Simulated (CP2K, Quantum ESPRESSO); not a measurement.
# BN(111) slab, H on both faces (200 atoms) in other programs, against a plane-wave reference

Wanted: errors and costs of other methods on BN(111) slab, H on both faces (200 atoms). A plane-wave run serves as the reference.

Program: Quantum ESPRESSO 7.5. Level of theory: Kohn-Sham DFT, PBE, SSSP efficiency 1.3.0 pseudopotentials, plane waves. Results are calculated unless marked as measured.

### 1. Set-up

The cell holds 200 atoms: 75 B, 75 N and 50 H. Its edges and angles: a = 12.784 Å, b = 12.784 Å, c = 18.907 Å, α = 90.0°, β = 90.0°, γ = 60.0°. It derives from BN (zinc-blende). Zinc-blende BN (a = 3.616 Å), (111) slab of 6 atomic planes, 5 x 5 surface cells, H on the broken bonds of both faces, 12 Å of vacuum; displaced by a Gaussian of 0.02 Å. Then every atom was moved at random, 0.02 Å r.m.s. a Cartesian component (hydrogen 0.6 of that). Regions: slab, 150 atoms (75 B and 75 N); hydrogen, 50 atoms (50 H). Vacuum lies along c.

### 2. Reference: Quantum ESPRESSO, plane waves

The input, pw.in:

```
&control
  calculation = 'scf'
  pseudo_dir = './pseudo'
  outdir = './tmp'
  disk_io = 'none'
  tprnfor = .true.
/
&system
  ibrav = 0
  nat = 200
  ntyp = 3
  ecutwfc = 60
  ecutrho = 480
  nosym = .true.
  occupations = 'smearing'
  smearing = 'fd'
  degauss = 0.003675
/
&electrons
  conv_thr = 1.0e-06
  electron_maxstep = 100
  mixing_beta = 0.2
  mixing_mode = 'local-TF'
  diagonalization = 'david'
/
ATOMIC_SPECIES
B 10.810 B.upf
N 14.007 N.upf
H 1.008 H.upf
CELL_PARAMETERS angstrom
12.78449 0.00000 0.00000
6.39225 11.07169 0.00000
0.00000 0.00000 18.90732
ATOMIC_POSITIONS crystal
B 0.12837 0.13859 0.39865
N 0.20407 0.19839 0.37276
B 0.06774 0.06089 0.51117
N 0.13738 0.13295 0.48135
B 0.20053 0.19944 0.61656
N 0.07287 0.06158 0.59228
B 0.13101 0.33158 0.39912
N 0.19982 0.40287 0.37315
B 0.06410 0.26962 0.51072
N 0.13464 0.33030 0.48153
B 0.19600 0.40273 0.61859
N 0.06628 0.26680 0.59307
[... 184 atom lines left out ...]
H 0.99924 0.80081 0.31674
H 0.99897 0.79953 0.68417
H 0.99974 0.00130 0.31755
H 0.00038 0.99937 0.68231
K_POINTS gamma
```

Command:

```
$ OMP_NUM_THREADS=1 mpirun -np 8 pw.x -in pw.in > output.txt
```

The program printed:

```text
Program PWSCF
     gamma-point specific algorithms are used
--------------------------------------------------------------------------------
NOTICE: Bravais lattice has wrong number (10) of symmetries - symmetries are disabled
--------------------------------------------------------------------------------
     one sub-group per band group will be used
     scalapack distributed-memory algorithm (size of sub-group:  2*  2 procs)
     Parallelization info
     sticks:   dense  smooth     PW     G-vecs:    dense   smooth      PW
     Min        2412    1206    300               400900   141750   17700
     Max        2413    1209    302               400912   141760   17714
     Sum       19297    9661   2407              3207249  1134057  141659
[... lines left out ...]
     scf convergence threshold =      1.0E-06
[... lines left out ...]
     number of k points=     1  Fermi-Dirac smearing, width (Ry)=  0.0037
[... lines left out ...]
     total energy              =   -2069.08425913 Ry
[... lines left out ...]
     total energy              =   -2062.01675254 Ry
[... lines left out ...]
     total energy              =   -2064.23157214 Ry
[... lines left out ...]
     c_bands:  3 eigenvalues not converged
[... lines left out ...]
     c_bands:  2 eigenvalues not converged
[... lines left out ...]
     total energy              =   -2063.29167597 Ry
[... lines left out ...]
     total energy              =   -2063.29167557 Ry
     estimated scf accuracy    <       0.00000145 Ry
     iteration # 34     ecut=    60.00 Ry     beta= 0.20
     negative rho (up, down):  9.971E-05 0.000E+00
     End of self-consistent calculation
          k = 0.0000 0.0000 0.0000 ( 70830 PWs)   bands (ev):
   -21.3043 -20.7161 -20.6466 -20.5137 -20.4569 -20.3710 -20.3394 -19.4057
   -19.2596 -19.1913 -19.1082 -19.0766 -18.9565 -18.8401 -18.7310 -18.6742
   -18.6508 -18.5445 -18.4789 -18.4358 -18.1944 -18.1291 -18.1076 -18.0222
[...]
6.7267   6.7645   6.7829   6.8385   6.9162   6.9338   6.9434   7.0001
     7.0468   7.1608   7.3145   7.3358   7.4316   7.5105   7.5560   7.6326
     7.6867   7.7048   7.7527   7.7560   7.7809   7.7966
     the Fermi energy is     1.4022 ev
!    total energy              =   -2063.29167575 Ry
     estimated scf accuracy    <       0.00000048 Ry
     smearing contrib. (-TS)   =      -0.01244099 Ry
     internal energy E=F+TS    =   -2063.27923477 Ry
     The total energy is F=E-TS. E is the sum of the following terms:
     one-electron contribution =  -25588.98226806 Ry
     hartree contribution      =   13006.10450492 Ry
     xc contribution           =    -679.90742108 Ry
     ewald contribution        =   11199.50594946 Ry
     convergence has been achieved in  34 iterations
     negative rho (up, down):  9.971E-05 0.000E+00
     Forces acting on atoms (cartesian axes, Ry/au):
     atom    1 type  1   force =     0.07877684   -0.09528991    0.07956387
     atom    2 type  2   force =    -0.09653580    0.05385233   -0.07681167
     atom    3 type  1   force =     0.04844586    0.05004349    0.04000582
[...]
atom  199 type  3   force =    -0.01358707   -0.01446671    0.02686131
     atom  200 type  3   force =    -0.00062706   -0.00040166   -0.01984901
     Total force =     1.159128     Total SCF correction =     0.001746
     Message from routine punch:
     Nothing written, as per user request (disk_io='none')
```

Wall time 18 min (8 MPI ranks of Arm Neoverse N1, shared host); peak memory 9.3 GiB.

Banners, paths, timers and routine set-up lines are dropped from the logs unmarked, and long logs keep their key lines alone; longer cuts are marked.

Numbers from this run:

```
r.m.s. force component : 1.217 eV/Å
longest force          : 4.471 eV/Å
```

### 3. Structure statistics

Normalised to the volume that the atoms fill. Pair distribution functions g(r), in bins of 0.2 Å:

```tsv
r (Å)	total	B-B	B-N	B-H	N-N	N-H	H-H
0.90	0.19	0.00	0.00	0.00	0.00	0.99	0.00
1.10	0.62	0.00	0.00	1.09	0.00	2.21	0.00
1.30	0.24	0.00	0.00	1.25	0.00	0.00	0.00
1.50	2.39	0.00	8.48	0.00	0.00	0.00	0.00
1.70	0.46	0.00	1.63	0.00	0.00	0.00	0.00
1.90	0.00	0.00	0.00	0.00	0.00	0.00	0.00
2.10	0.38	0.00	0.00	2.02	0.00	0.00	0.00
2.30	0.41	0.00	0.00	0.19	0.03	1.98	0.00
2.50	3.10	9.06	0.00	0.00	9.33	0.00	8.32
2.70	0.97	1.33	0.00	0.72	1.02	2.34	1.00
2.90	1.46	0.00	3.76	1.83	0.00	0.34	0.00
3.10	0.85	0.00	3.03	0.00	0.00	0.00	0.00
3.30	0.23	0.00	0.00	0.88	0.00	0.36	0.00
3.50	0.55	0.78	0.00	0.40	0.78	1.37	0.00
3.70	0.44	1.29	0.00	0.42	1.29	0.00	0.00
3.90	1.18	0.00	3.75	0.66	0.00	0.00	0.00
4.10	0.27	0.00	0.18	0.56	0.00	0.61	0.00
4.30	0.85	1.33	0.00	0.74	1.25	1.67	0.64
4.50	1.71	4.19	0.00	1.02	4.28	0.90	2.47
4.70	0.98	0.00	2.85	0.79	0.00	0.18	0.00
4.90	0.16	0.00	0.01	0.00	0.00	0.85	0.00
5.10	0.98	2.05	0.00	0.83	2.05	0.55	2.31
5.30	1.26	0.03	3.08	1.39	0.02	0.66	0.01
5.50	0.46	0.01	0.24	0.89	0.00	1.23	0.00
5.70	0.79	2.45	0.00	0.21	2.48	0.29	0.00
5.90	0.43	0.03	1.31	0.00	0.02	0.31	0.00
6.10	0.27	0.05	0.03	0.58	0.02	0.78	0.00
6.30	0.47	0.64	0.15	1.06	0.67	0.23	0.00
```

Bonds by pair of elements; cutoffs follow the first minimum of g(r), held within bounds set by covalent radii, and pairs that aren't listed don't count as bonded (cutoffs were set anew for this text, so counts can differ from the run's own analysis):

```tsv
pair A-B	cutoff (Å)	bonds	mean length (Å)	spread (Å)	shortest (Å)	B about A	A about B
B-N	1.89	275	1.57	0.038	1.46	3.67	3.67
B-H	1.44	25	1.20	0.033	1.14	0.333	0.5
N-H	1.27	25	1.03	0.043	0.966	0.333	0.5
```

How many atoms have how many bonded neighbours:

```tsv
element	mean	1	4
B	4	0	75
H	1	50	0
N	4	0	75
```

Rings of the network by King's shortest-path rule, up to 12 atoms, one path for each pair of neighbours; H, halogens, alkali and alkaline-earth atoms are left out, and the last column divides by all other atoms, bonded or not:

```tsv
ring size (atoms)	rings	per network atom
6	225	1.5
```

### 4. The ladder

The programs:
- CP2K 2026.2: Gaussian basis with GTH pseudopotentials and a plane-wave density; labels give functional, basis (MOLOPT sets; SR short-range, UZH the newer set with its own potentials), grid cutoff/relative cutoff and solver (OT: orbital transformation; TRS4, TC2, SIGN: linear-scaling purification with its sparsity filter), or its built-in tight binding.

All use the same cell and atoms; the electronic-structure runs use the same k-mesh, and an electronic temperature of 580 K (0.05 eV) where levels are smeared.

Differences are against the plane-wave reference, forces as r.m.s. over components; share is that over the reference's r.m.s. force, slope the least-squares factor from reference forces to these. Total energies of different programs have different zeros and aren't compared.

```tsv
run	Δ force, r.m.s. (meV/Å)	share (%)	slope	cores	CPU time	memory (GiB)
reference	-	-	-	8	2.4 h	9.3
CP2K PBE+rVV10L, DZVP-MOLOPT-SR, 600/50 Ry, diagonalisation	131	10.8	1.061	4	1.7 h	18
CP2K PBE, DZVP-MOLOPT (SR for B), 600/50 Ry, diagonalisation	113	9.28	1.050	4	2.1 h	11
CP2K PBE, DZVP-MOLOPT-SR, 300/50 Ry, diagonalisation (coarse)	150	12.3	1.068	4	50 min	4.6
CP2K PBE, DZVP-MOLOPT-SR, 420/50 Ry, diagonalisation (coarse)	142	11.7	1.063	4	58 min	6.8
CP2K PBE, DZVP-MOLOPT-SR, 600/20 Ry, diagonalisation (coarse)	146	12.0	1.065	4	35 min	11
CP2K PBE, DZVP-MOLOPT-SR, 600/50 Ry, diagonalisation	141	11.6	1.063	4	51 min	11
CP2K PBE, SZV-MOLOPT-SR, 600/50 Ry, diagonalisation (coarse)	753	61.9	1.447	2	15 min	8.3
CP2K RPBE, PBE potentials, DZVP-MOLOPT-SR, 600/50 Ry, diagonalisation	167	13.7	1.066	4	54 min	11
CP2K r2SCAN, SCAN potentials, DZVP-UZH(SCAN), 600/50 Ry, diagonalisation	314	25.8	1.151	4	80 min	11
```

Rows marked coarse were listed beforehand as settings not expected to be converged; some can still land near the reference.

CPU time is summed over cores on a shared host, where runs went side by side, so it is rough. Symmetry, cutoffs, thresholds, outputs and thread counts weren't matched or tuned between programs; memory under MPI is the largest rank's times the ranks.

Mean charges by element (e), by run and scheme:

```tsv
run	scheme	B	N	H
CP2K PBE+rVV10L, DZVP-MOLOPT-SR, 600/50 Ry, diagonalisation	Mulliken	+0.06	-0.12	+0.10
CP2K PBE+rVV10L, DZVP-MOLOPT-SR, 600/50 Ry, diagonalisation	Hirshfeld	+0.14	-0.15	+0.02
CP2K PBE, DZVP-MOLOPT (SR for B), 600/50 Ry, diagonalisation	Mulliken	+0.04	-0.05	+0.01
CP2K PBE, DZVP-MOLOPT (SR for B), 600/50 Ry, diagonalisation	Hirshfeld	+0.14	-0.15	+0.02
CP2K PBE, DZVP-MOLOPT-SR, 420/50 Ry, diagonalisation	Mulliken	+0.06	-0.13	+0.09
CP2K PBE, DZVP-MOLOPT-SR, 420/50 Ry, diagonalisation	Hirshfeld	+0.14	-0.15	+0.02
CP2K PBE, DZVP-MOLOPT-SR, 600/50 Ry, diagonalisation	Mulliken	+0.06	-0.13	+0.09
CP2K PBE, DZVP-MOLOPT-SR, 600/50 Ry, diagonalisation	Hirshfeld	+0.14	-0.15	+0.02
CP2K RPBE, PBE potentials, DZVP-MOLOPT-SR, 600/50 Ry, diagonalisation	Mulliken	+0.08	-0.14	+0.08
CP2K RPBE, PBE potentials, DZVP-MOLOPT-SR, 600/50 Ry, diagonalisation	Hirshfeld	+0.14	-0.16	+0.02
CP2K r2SCAN, SCAN potentials, DZVP-UZH(SCAN), 600/50 Ry, diagonalisation	Mulliken	+0.43	-0.45	+0.03
CP2K r2SCAN, SCAN potentials, DZVP-UZH(SCAN), 600/50 Ry, diagonalisation	Hirshfeld	+0.15	-0.17	+0.02
```

Within one program, basis, potentials and functional, energies share a zero. Each run against its twin at the usual cutoff or grid and solver:

```tsv
run	twin	Δ energy (meV/atom)	Δ force, r.m.s. (meV/Å)	CPU time over the twin's
CP2K PBE, DZVP-MOLOPT-SR, 300/50 Ry, diagonalisation	DZVP-MOLOPT-SR, 600/50 Ry, diagonalisation	-0.180	30.8	0.97
CP2K PBE, DZVP-MOLOPT-SR, 420/50 Ry, diagonalisation	DZVP-MOLOPT-SR, 600/50 Ry, diagonalisation	-0.0139	9.45	1.1
CP2K PBE, DZVP-MOLOPT-SR, 600/20 Ry, diagonalisation	DZVP-MOLOPT-SR, 600/50 Ry, diagonalisation	-0.960	12.9	0.69
```

### 5. Summary of results

| Quantity | Value |
| --- | --- |
| reference r.m.s. force component | 1.22 eV/Å |
| nearest in forces | CP2K PBE, DZVP-MOLOPT (SR for B), 600/50 Ry, diagonalisation, 9.3 % |
| farthest in forces | CP2K PBE, SZV-MOLOPT-SR, 600/50 Ry, diagonalisation (coarse), 62 % |
| cheapest electronic-structure run beside the reference | CP2K PBE, SZV-MOLOPT-SR, 600/50 Ry, diagonalisation, 15 min of CPU time |

**Reading.** The PBE runs in local orbitals, coarse settings apart, differ by 9.3 % (CP2K PBE, DZVP-MOLOPT (SR for B), 600/50 Ry, diagonalisation) to 12 % (CP2K PBE, DZVP-MOLOPT-SR, 600/50 Ry, diagonalisation); basis, grid and potentials can all enter. Rows with another functional or a dispersion term differ by 11 % (CP2K PBE+rVV10L, DZVP-MOLOPT-SR, 600/50 Ry, diagonalisation) to 26 % (CP2K r2SCAN, SCAN potentials, DZVP-UZH(SCAN), 600/50 Ry, diagonalisation), which mixes the change of model with differences of basis and potentials, some of them made for another functional. Runs with settings chosen to be coarse differ by 12 % (CP2K PBE, DZVP-MOLOPT-SR, 420/50 Ry, diagonalisation) to 62 % (CP2K PBE, SZV-MOLOPT-SR, 600/50 Ry, diagonalisation), their programs' other errors included. Of the electronic-structure runs that take under half the reference's CPU time, CP2K PBE, DZVP-MOLOPT-SR, 600/50 Ry, diagonalisation is among the nearest, at 12 % in 51 min against 2.4 h. Charges hang on scheme and program or settings: among these rows the mean for N runs from -0.45 to -0.05 e. In the reference: levels near the Fermi energy are neither full nor empty under the smearing, so no gap is quoted. In the reference: for some of the pairs, g(r) has its first main peak near 2.56 Å (B-B), 1.56 Å (B-N), 1.20 Å (B-H), 2.56 Å (N-N), 1.03 Å (N-H) and 2.56 Å (H-H). The electronic-structure runs sample only Γ, in a cell whose shortest periodic width is 11 Å, which is coarse for a cell with partly filled levels.

[Also dropped from logs without a mark: logging warnings of Python, and SIESTA's first energy breakdown and zero terms.]

[Logs are printed without paths, hosts, clocks, repeated set-up lines and the standing remarks that a program may print on its own settings, such as how far it seeks lower states.]

[Hosts, paths, dates, database ids (printed as entryN), source tags and the programs' standing remarks are cut or masked in the printed files.]
